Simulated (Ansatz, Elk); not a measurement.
**In2S (model structure): optical spectrum from first principles**

Aim: the dielectric function of In2S (model structure), and the optical constants that follow from it. The cell was made here by substitution or stacking, whether or not such a phase is known. It was built so: All Tl replaced by In in the P-3m1 structure of Tl2S. The cell is first relaxed with Ansatz.

Method: DFT, PBE, all-electron APW+lo, Dirac cores, scalar-relativistic bands, independent-particle optical response without local fields, in Elk 11.2.3 (patched build).

## 1. The structure

The structure is trigonal, space group P-3m1 (No. 164). The conventional cell has a = 3.995 Å, b = 3.995 Å, c = 5.980 Å, α = 90.00°, β = 90.00°, γ = 120.00°. Nearest to In lie 3 S at 2.83 Å. Nearest to S lie 6 In at 2.83 Å. All Tl replaced by In in the P-3m1 structure of Tl2S. Farther neighbours and most contacts between anions are not listed.

Coordinates:

```cif
data_structure
_symmetry_space_group_name_H-M 'P 1'
_symmetry_Int_Tables_number 1
_cell_length_a 3.9946
_cell_length_b 3.9946
_cell_length_c 5.9804
_cell_angle_alpha 90.000
_cell_angle_beta 90.000
_cell_angle_gamma 120.000
_cell_volume 82.65
loop_
_atom_site_label
_atom_site_type_symbol
_atom_site_fract_x
_atom_site_fract_y
_atom_site_fract_z
_atom_site_occupancy
In1 In 0.66667 0.33333 0.27420 1
In2 In 0.33333 0.66667 0.72580 1
S3 S 0.00000 0.00000 0.00000 1
```

## 2. Relaxation

The structure was built or cut out here, so it is relaxed before any spectrum is computed.

This step: DFT, PBE, plane-wave PAW, default files, scalar-relativistic, relaxation (Ansatz 0.2.0).

Contents of input.yaml:

```yaml
crystal:
  lattice:
    - [3.99463291, 0.0, 0.0]
    - [-1.99731646, 3.45945358, 0.0]
    - [0.0, 0.0, 5.98044219]
  atoms:
    - { symbol: In, position: [0.66666667, 0.33333333, 0.2742] }
    - { symbol: In, position: [0.33333333, 0.66666667, 0.7258] }
    - { symbol: S, position: [0.0, 0.0, 0.0] }
kpoints:
  mp_grid: { grid: [7, 7, 4] }
scf:
  occupations: { method: fermi_dirac, width: 0.05 }
hamiltonian:
  xc: pbe
output:
  forces: true
  stress: true
relax:
  f_tol: 0.02
  max_steps: 50
  cell: {}
```

Run with:

```sh
ansatz run input.yaml --threads 2 --pin off --max-ram 5120MiB --backend cpu --events-out ev --progress --plain --runs-dir out
```

Numbers of over 12 decimals in the logs are rounded to 6 here.

Output:

```text
Engine: ansatz 0.2.0, aarch64-unknown-linux-gnu
Pseudopotentials: kind: paw
Pseudopotential: In, paw, valence charge 13, recommended cutoff 420 eV (normal), In.paw.azcp
Pseudopotential: S, paw, valence charge 6, recommended cutoff 420 eV (normal), S.paw.azcp
Functional definition: PBE
  parameter kappa = 0.804
  parameter beta = 0.066725
  exchange = pbe_x(kappa = kappa, mu = beta*pi^2/3)
  correlation = pbe_c(beta = beta)
Crystal: 3 atoms, lattice volume = 82.645 Å³
Basis set: ecut = 420 eV, 1639 PW (Γ), exchange–correlation on 54×54×80 points (8 copies of the dense FFT grid, shifted against one another)
Bands: 20, of which v1, the nominal top of the filled ones, is band 16 counted from 1 (15 counted from 0)
Symmetry: 12 space group operations
Space group: P-3m1 (ITA 164), of the structure as read, at distance tolerance 4.4e-5 Å
k-points: 28 of 196
Non-local potential: In, projectors of the file, l = 0: 2, l = 1: 2, l = 2: 2, l = 3: 2
Non-local potential: S, projectors of the file, l = 0: 2, l = 1: 2, l = 2: 2
PAW form: soft (Blöchl's): semilocal exchange-correlation on the pseudo side does not see the compensation charge
PAW one-centre angular grid: In, 590 points (default); XC on 64 Gauss nodes
PAW one-centre angular grid: S, 110 points (default); XC on 64 Gauss nodes
Initial density: superposition of atomic densities (neutral atoms: chi_scale 0, normalization atom), corrected by the library's trained network
Initial wavefunctions: pseudopotential atomic-orbital guess
Functional: x = pbe(κ = 0.804, μ = 0.219515), c = pbe(β = 0.066725)
SCF iter   1: F=—  HF=-12098.607372 eV  |F-HF|=—  |Δ(HF+E_count)|=         —  Δρ=1.27e-3  dr2=8.15e-4  ethr=1.77e-3  ⟨swp⟩=6.2  Hψ=2775  notcnv=0
preconditioner: auto → Kerker (q_TF=auto, 2.329 Å⁻¹)  [metal: Δε(μ)=0.098 eV  Ē_g=13.767 eV  σ=0.050 eV  W_gap=0.44  n_scr=22 (ndim 8)  ℏωp=23.1 eV  f_vac=0.002  D(μ)=0.63/eV (n_scr^D=2)]
SCF iter   2: F=—  HF=-12098.605408 eV  |F-HF|=—  |Δ(HF+E_count)|=   1.96e-3  Δρ=7.18e-4  dr2=4.60e-4  ethr=2.55e-6  ⟨swp⟩=2.1  Hψ=1228  notcnv=0
SCF iter   3: F=—  HF=-12098.605522 eV  |F-HF|=—  |Δ(HF+E_count)|=   1.14e-4  Δρ=3.99e-4  dr2=1.87e-4  ethr=1.44e-6  ⟨swp⟩=2.1  Hψ=1002  notcnv=0
SCF iter   4: F=—  HF=-12098.605593 eV  |F-HF|=—  |Δ(HF+E_count)|=   7.07e-5  Δρ=1.68e-4  dr2=3.15e-5  ethr=5.83e-7  ⟨swp⟩=2.0  Hψ=675  notcnv=0
SCF iter   5: F=—  HF=-12098.605613 eV  |F-HF|=—  |Δ(HF+E_count)|=   2.00e-5  Δρ=5.82e-5  dr2=2.91e-6  ethr=9.85e-8  ⟨swp⟩=2.0  Hψ=708  notcnv=0
SCF iter   6: F=—  HF=-12098.605613 eV  |F-HF|=—  |Δ(HF+E_count)|=   3.06e-7  Δρ=1.59e-5  dr2=1.79e-7  ethr=9.09e-9  ⟨swp⟩=2.8  Hψ=994  notcnv=0
SCF iter   7: F=-12098.605613 eV  HF=-12098.605613 eV  |F-HF|=4.42e-9  |Δ(HF+E_count)|=   1.92e-8  Δρ=3.97e-6  dr2=1.50e-8  ethr=3.13e-10  ⟨swp⟩=4.0  Hψ=1998  notcnv=0
SCF 1 converged in 7 iterations: F = -12098.605613 eV  dr2 = 1.50e-8
  greatest PAW one-centre occupation: 0.983 electrons in one spin orbital (limit 2), on the In atom at site 1 (counted from 0), in its partial waves of l = 2
relax step   1: F+E_penalty+E_count = -12098.60561311 eV  Δ(F+E_penalty+E_count) = +0.000e0 eV  max|allowed force component| = 3.841e-1 eV/Å  Δτ_max = 0.0000 Å  P = +1.121 GPa  Ω = 82.645 Å³  (7 SCF iters, dr2 threshold 1.00e-7 eV, accepted)
Crystal: 3 atoms, lattice volume = 81.877 Å³
Basis set: ecut = 420 eV, 1615 PW (Γ), exchange–correlation on 54×54×80 points (8 copies of the dense FFT grid, shifted against one another)
Initial density: handed on by an earlier stage of this run
Initial wavefunctions: those handed on with the density
iter 1 solved again at ethr=4.55e-5 eV; its pass at ethr=3.10e-3 eV (dr2=1.46e-2 eV) is discarded
SCF iter   1: F=—  HF=-12098.635869 eV  |F-HF|=—  |Δ(HF+E_count)|=         —  Δρ=4.54e-3  dr2=1.50e-2  ethr=4.55e-5  ⟨swp⟩=1.7  Hψ=3544  notcnv=0
preconditioner: auto → Kerker (q_TF=auto, 2.333 Å⁻¹)  [metal: Δε(μ)=0.097 eV  Ē_g=13.721 eV  σ=0.050 eV  W_gap=0.39  n_scr=22 (ndim 8)  ℏωp=23.2 eV  f_vac=0.000  D(μ)=0.94/eV (n_scr^D=2)]
SCF iter   2: F=—  HF=-12098.632692 eV  |F-HF|=—  |Δ(HF+E_count)|=   3.18e-3  Δρ=2.48e-3  dr2=4.38e-3  ethr=4.55e-5  ⟨swp⟩=2.1  Hψ=1001  notcnv=0
SCF iter   3: F=—  HF=-12098.631935 eV  |F-HF|=—  |Δ(HF+E_count)|=   7.56e-4  Δρ=5.29e-4  dr2=3.61e-4  ethr=1.37e-5  ⟨swp⟩=2.1  Hψ=1009  notcnv=0
SCF iter   4: F=—  HF=-12098.631943 eV  |F-HF|=—  |Δ(HF+E_count)|=   7.07e-6  Δρ=1.37e-4  dr2=3.04e-5  ethr=1.13e-6  ⟨swp⟩=2.0  Hψ=1009  notcnv=0
SCF iter   5: F=—  HF=-12098.631979 eV  |F-HF|=—  |Δ(HF+E_count)|=   3.64e-5  Δρ=4.66e-5  dr2=3.95e-6  ethr=9.51e-8  ⟨swp⟩=2.5  Hψ=869  notcnv=0
SCF iter   6: F=—  HF=-12098.631981 eV  |F-HF|=—  |Δ(HF+E_count)|=   1.83e-6  Δρ=1.69e-5  dr2=5.41e-7  ethr=1.24e-8  ⟨swp⟩=2.5  Hψ=879  notcnv=0
SCF iter   7: F=-12098.631981 eV  HF=-12098.631981 eV  |F-HF|=3.86e-8  |Δ(HF+E_count)|=   6.62e-8  Δρ=6.43e-6  dr2=9.67e-8  ethr=9.37e-10  ⟨swp⟩=4.3  Hψ=1745  notcnv=0
SCF 2 converged in 7 iterations: F = -12098.631981 eV  dr2 = 9.67e-8
relax step   2: F+E_penalty+E_count = -12098.63198080 eV  Δ(F+E_penalty+E_count) = -2.637e-2 eV  max|allowed force component| = 2.132e-1 eV/Å  Δτ_max = 0.1199 Å  P = -0.735 GPa  Ω = 81.877 Å³  energy of the carried Pulay correction = +1.590e-4 eV  (7 SCF iters, dr2 threshold 3.00e-7 eV, accepted)
Crystal: 3 atoms, lattice volume = 81.946 Å³
Basis set: ecut = 420 eV, 1627 PW (Γ), exchange–correlation on 54×54×80 points (8 copies of the dense FFT grid, shifted against one another)
iter 1 solved again at ethr=3.11e-6 eV; its pass at ethr=3.10e-3 eV (dr2=9.95e-4 eV) is discarded
SCF iter   1: F=—  HF=-12098.647002 eV  |F-HF|=—  |Δ(HF+E_count)|=         —  Δρ=1.24e-3  dr2=9.87e-4  ethr=3.11e-6  ⟨swp⟩=2.2  Hψ=3858  notcnv=0
preconditioner: auto → Resta (q_TF=auto, 2.333 Å⁻¹)  ε∞=3.8  [insulator: Δε(μ)=0.257 eV  Ē_g=13.783 eV  σ=0.050 eV  W_gap=0.59  n_scr=22 (ndim 8)  ℏωp=23.2 eV  f_vac=0.000  D(μ)=0.96/eV (n_scr^D=2)  ε∞_Penn≈3.8]
SCF iter   2: F=—  HF=-12098.646732 eV  |F-HF|=—  |Δ(HF+E_count)|=   2.70e-4  Δρ=5.97e-4  dr2=2.71e-4  ethr=3.08e-6  ⟨swp⟩=2.0  Hψ=978  notcnv=0
SCF iter   3: F=—  HF=-12098.646715 eV  |F-HF|=—  |Δ(HF+E_count)|=   1.70e-5  Δρ=1.43e-4  dr2=2.27e-5  ethr=8.48e-7  ⟨swp⟩=2.6  Hψ=888  notcnv=0
SCF iter   4: F=—  HF=-12098.646716 eV  |F-HF|=—  |Δ(HF+E_count)|=   1.30e-6  Δρ=4.09e-5  dr2=1.60e-6  ethr=7.11e-8  ⟨swp⟩=2.0  Hψ=739  notcnv=0
SCF iter   5: F=—  HF=-12098.646717 eV  |F-HF|=—  |Δ(HF+E_count)|=   8.01e-7  Δρ=1.57e-5  dr2=3.59e-7  ethr=9.37e-10  ⟨swp⟩=5.0  Hψ=2130  notcnv=0
SCF iter   6: F=-12098.646717 eV  HF=-12098.646717 eV  |F-HF|=1.07e-8  |Δ(HF+E_count)|=   1.20e-7  Δρ=2.89e-6  dr2=5.86e-9  ethr=9.37e-10  ⟨swp⟩=4.7  Hψ=1765  notcnv=0
SCF 3 converged in 6 iterations: F = -12098.646717 eV  dr2 = 5.86e-9
relax step   3: F+E_penalty+E_count = -12098.64671710 eV  Δ(F+E_penalty+E_count) = -1.474e-2 eV  max|allowed force component| = 2.420e-2 eV/Å  Δτ_max = 0.0258 Å  P = -0.266 GPa  Ω = 81.946 Å³  energy of the carried Pulay correction = +1.447e-4 eV  (6 SCF iters, dr2 threshold 3.00e-7 eV, accepted)
[...]
relax step   4: F+E_penalty+E_count = -12098.65263971 eV  Δ(F+E_penalty+E_count) = -5.923e-3 eV  max|allowed force component| = 1.006e-2 eV/Å  Δτ_max = 0.0076 Å  P = -0.018 GPa  Ω = 81.320 Å³  energy of the carried Pulay correction = +2.758e-4 eV  (5 SCF iters, dr2 threshold 3.00e-7 eV, accepted)
[...]
relax step   5: F+E_penalty+E_count = -12098.65303527 eV  Δ(F+E_penalty+E_count) = -3.956e-4 eV  max|allowed force component| = 2.344e-3 eV/Å  Δτ_max = 0.0040 Å  P = -0.004 GPa  Ω = 81.233 Å³  energy of the carried Pulay correction = +2.942e-4 eV  (5 SCF iters, dr2 threshold 4.95e-8 eV, accepted)
Basis set: ecut = 420 eV, 1603 PW (Γ), exchange–correlation on 60×60×80 points (8 copies of the dense FFT grid, shifted against one another)
Initial wavefunctions: pseudopotential atomic-orbital guess (no wavefunctions were taken with the density)
iter 1 solved again at ethr=4.81e-7 eV; its pass at ethr=3.10e-3 eV (dr2=1.54e-4 eV) is discarded
SCF iter   1: F=—  HF=-12098.652752 eV  |F-HF|=—  |Δ(HF+E_count)|=         —  Δρ=6.88e-5  dr2=5.88e-7  ethr=4.81e-7  ⟨swp⟩=2.7  Hψ=4082  notcnv=0
preconditioner: auto → Resta (q_TF=auto, 2.336 Å⁻¹)  ε∞=3.9  [insulator: Δε(μ)=0.353 eV  Ē_g=13.801 eV  σ=0.050 eV  W_gap=0.54  n_scr=22 (ndim 8)  ℏωp=23.3 eV  f_vac=0.000  D(μ)=0.97/eV (n_scr^D=2)  ε∞_Penn≈3.9]
SCF iter   2: F=—  HF=-12098.652791 eV  |F-HF|=—  |Δ(HF+E_count)|=   3.88e-5  Δρ=3.61e-5  dr2=1.61e-7  ethr=1.84e-9  ⟨swp⟩=2.1  Hψ=1004  notcnv=0
SCF iter   3: F=—  HF=-12098.652791 eV  |F-HF|=—  |Δ(HF+E_count)|=   4.97e-7  Δρ=2.57e-6  dr2=5.08e-9  ethr=5.04e-10  ⟨swp⟩=2.0  Hψ=1005  notcnv=0
SCF iter   4: F=—  HF=-12098.652791 eV  |F-HF|=—  |Δ(HF+E_count)|=  8.91e-10  Δρ=6.77e-7  dr2=2.77e-10  ethr=1.59e-11  ⟨swp⟩=2.0  Hψ=1010  notcnv=0
SCF iter   5: F=—  HF=-12098.652791 eV  |F-HF|=—  |Δ(HF+E_count)|=  2.89e-10  Δρ=2.16e-7  dr2=5.68e-11  ethr=1.00e-12  ⟨swp⟩=6.0  Hψ=2620  notcnv=0
SCF iter   6: F=-12098.652791 eV  HF=-12098.652791 eV  |F-HF|=3.64e-12  |Δ(HF+E_count)|=  4.00e-11  Δρ=1.32e-7  dr2=1.58e-11  ethr=1.00e-12  ⟨swp⟩=6.0  Hψ=2561  notcnv=0
SCF 6 converged in 6 iterations: F = -12098.652791 eV  dr2 = 1.58e-11
relax step   6: F+E_penalty+E_count = -12098.65279144 eV  Δ(F+E_penalty+E_count) = +2.438e-4 eV  max|allowed force component| = 2.389e-3 eV/Å  Δτ_max = 0.0000 Å  P = -0.009 GPa  Ω = 81.233 Å³  stress off target by 3.92e-2 GPa  SCF on the basis re-selected at this cell (its energy is not comparable with the rows above)  (6 SCF iters)
basis re-selected at this cell: Δ(F+E_penalty+E_count) = +2.438e-4 eV, ΔP = -0.005 GPa vs the last step (what re-selecting the basis moved, of the pressure what is left beyond the Pulay correction that the steps carried, after the strain that the cell walked since its last selection, with what the two solves' SCF thresholds leave and, on support functions, any second-order correction that the steps lacked; it is no measure of the basis error at this ecutwfc). The dense FFT grid was sized anew with the basis: this SCF ran on 30×30×40 points, the steps before it on 27×27×40, so part of this shift can come from that change (see relax.cell in the input reference). [rest of the remark cut]
SCF converged after 6 iterations
Free energy (F): -12098.652791 eV
Harris-Foulkes:  -12098.652791 eV  (|F-HF|=3.64e-12)
Internal energy: -12098.645388 eV  (E = F + TS)
E sigma→0 (E₀):  -12098.649090 eV
Entropy (-TS):   -0.007403 eV (-2.468 meV/atom)
Fermi energy:    8.115150 eV
--- Per-component energies (eV) ---
  E_band       = -100.148483
  E_kinetic    = 586.242414
  E_local      = -2533.096241  (includes V_loc(G=0)·N_el)
  E_nonlocal   = 761.289498
  E_hartree    = 986.105225
  E_xc         = -528.350065
  E_vxc        = -286.131467  (∫ρ·V_xc dr)
  E_paw        = -8903.278457  (= ΣΔE_a)
  E_vpaw       = -600.663308  (= ΣTr[D̂ρ^β])
  E_aug_tail   = 0.000053  (compensation charges beyond the density's cutoff)
  E_ewald      = -2467.557815
  E_smearing   = -0.007403  (= −TS)
  E_closure    = -0.000000  (closes the sum)
  Σ components = -12098.652791   (vs F -12098.652791, Δ=0.00e0)
--- Forces (eV/Å), atoms counted from 1 ---
  atom   1  In     0.00000000     0.00000000     0.00238874
  atom   2  In    -0.00000000    -0.00000000    -0.00238874
  atom   3  S     -0.00000000     0.00000000     0.00000000
  max |Σ_I F_I| component: 1.85e-17 eV/Å
--- Stress (GPa, compression-positive) ---
        0.005907      -0.000000       0.000000
       -0.000000       0.005907       0.000000
        0.000000       0.000000      -0.039184
  P = ⅓ Tr σ = -0.0091 GPa (-0.091 kbar)
--- Relaxed structure (5 steps of the walk, 5 accepted, 1 SCFs on fresh bases) ---
  F+E_penalty+E_count = -12098.65279144 eV   max|allowed force component| = 2.389e-3 eV/Å   (the final SCF, on the basis selected at the relaxed cell)
  cell:  # Å, volume = 81.2328 Å³
    - [4.072529, 2.943043442680157e-9, 4.459224666821484e-18]
    - [-2.036264, 3.526913, -4.459224663100465e-18]
    - [6.675991496513994e-18, -3.8543854747547795e-18, 5.655519]
  atoms:
    - { symbol: In, position: [0.666667, 0.333333, 0.291871] }
    - { symbol: In, position: [0.333333, 0.666667, 0.708129] }
    - { symbol: S, position: [0, 0, 1.9337739260345095e-19] }
```

Run time: 7.2 s. Hardware: 2 threads of Arm Neoverse V2, shared host; peak memory 0.36 GiB; 13 s of CPU time.

Step by step:

```csv
step,energy less that of the first step (eV),largest force component (eV/Å),pressure (GPa),volume (Å³)
1,0.0000,0.3841,1.12,82.65
2,-0.0264,0.2132,-0.74,81.88
3,-0.0411,0.0242,-0.27,81.95
4,-0.0470,0.0101,-0.02,81.32
5,-0.0474,0.0023,0.00,81.23
6*,-0.0472,0.0024,-0.01,81.23
```

Relaxation steps marked * repeat the geometry before them on a plane-wave basis chosen anew for their cell, so energy and pressure can jump there.

The run keeps the 12 symmetry operations that it works with, so distortions that break them were not tested.

```
conventional cell, symmetrised  before  after  change
                         a (Å)   3.995  4.073  +2.0 %
                         b (Å)   3.995  4.073  +2.0 %
                         c (Å)   5.980  5.656  -5.4 %
              volume (Å³/atom)   27.55  27.08  -1.7 %
```

The atoms that moved most (Å, as changes of fractional coordinates times the final cell):

```csv
atom,dx,dy,dz,length
In2,0.000,0.000,-0.100,0.100
In1,0.000,0.000,0.100,0.100
```

Final coordinates:

```cif
data_structure
_symmetry_space_group_name_H-M 'P 1'
_symmetry_Int_Tables_number 1
_cell_length_a 4.0725
_cell_length_b 4.0725
_cell_length_c 5.6555
_cell_angle_alpha 90.000
_cell_angle_beta 90.000
_cell_angle_gamma 120.000
_cell_volume 81.23
loop_
_atom_site_label
_atom_site_type_symbol
_atom_site_fract_x
_atom_site_fract_y
_atom_site_fract_z
_atom_site_occupancy
In1 In 0.66667 0.33333 0.29187 1
In2 In 0.33333 0.66667 0.70813 1
S3 S 0.00000 0.00000 0.00000 1
```

The relaxation ends with a largest force component of 0.0024 eV/Å and a pressure of -0.01 GPa.

[end of part 1 of 2]

[Machine, clock and banner lines and Python warnings are left out of the logs.]

[Logs are printed without paths, hosts, clocks, repeated set-up lines and the standing remarks that a program may print on its own settings, such as how far it seeks lower states.]

[Hosts, paths, dates, database ids (printed as entryN), source tags and the programs' standing remarks are cut or masked in the printed files.]
